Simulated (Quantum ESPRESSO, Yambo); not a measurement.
An input for Yambo 5.3.0 (PtS2 (1T monolayer)):

```
HF_and_locXC
gw0
dyson
ppa
em1d
rim_cut
rim_w
RandQpts= 3000000
RandGvec= 100 RL
CUTGeo= "slab z"
RandGvecW= 9 RL
EXXRLvcs= 76 Ry
VXCRLvcs= 304 Ry
Chimod= "HARTREE"
% BndsRnXp
 1 | 92 |
%
NGsBlkXp= 8 Ry
% LongDrXp
 1 | 1 | 0 |
%
% GbndRnge
 1 | 92 |
%
DysSolver= "n"
ExtendOut
PPAPntXp= 27.21138 eV
% QPkrange
 1 | 7 | 6 | 20 |
%
GfnQPdb= "E < ./gw1/ndb.QP"
XfnQPdb= "E < ./gw1/ndb.QP"
```

```sh
OMP_NUM_THREADS=1 mpirun -n 4 yambo -F gw5.in -J gw5 -C gw5 > gw5.log
```

The stored states that it reads are on a 6×6×1 mesh. The cell holds 3 atoms: 1 Pt and 2 S. Cell: a = 3.574 Å, b = 3.574 Å, c = 15.000 Å, α = 90.0°, β = 90.0°, γ = 120.0°. Vacuum lies along c.

Q: How long will it take on 4 MPI ranks of Arm Neoverse V1, shared host, and how much memory?

It took 13 min; on shared hardware allow 6.4 min to 25 min. Peak host memory was 3.1 GiB.

The screening grows as filled bands × empty bands × pairs of k points, times the square of the screening basis for the matrix.

[Paths, hosts, dates, memory and timing lines, banners, echoed tables and standing remarks are left out of the program output.]

[Logs are printed without paths, hosts, clocks, repeated set-up lines and the standing remarks that a program may print on its own settings, such as how far it seeks lower states.]

[Runs of the session that timed out or met a known fault of the program may be left out.]

[Hosts, paths, dates, database ids (printed as entryN), source tags and the programs' standing remarks are cut or masked in the printed files.]
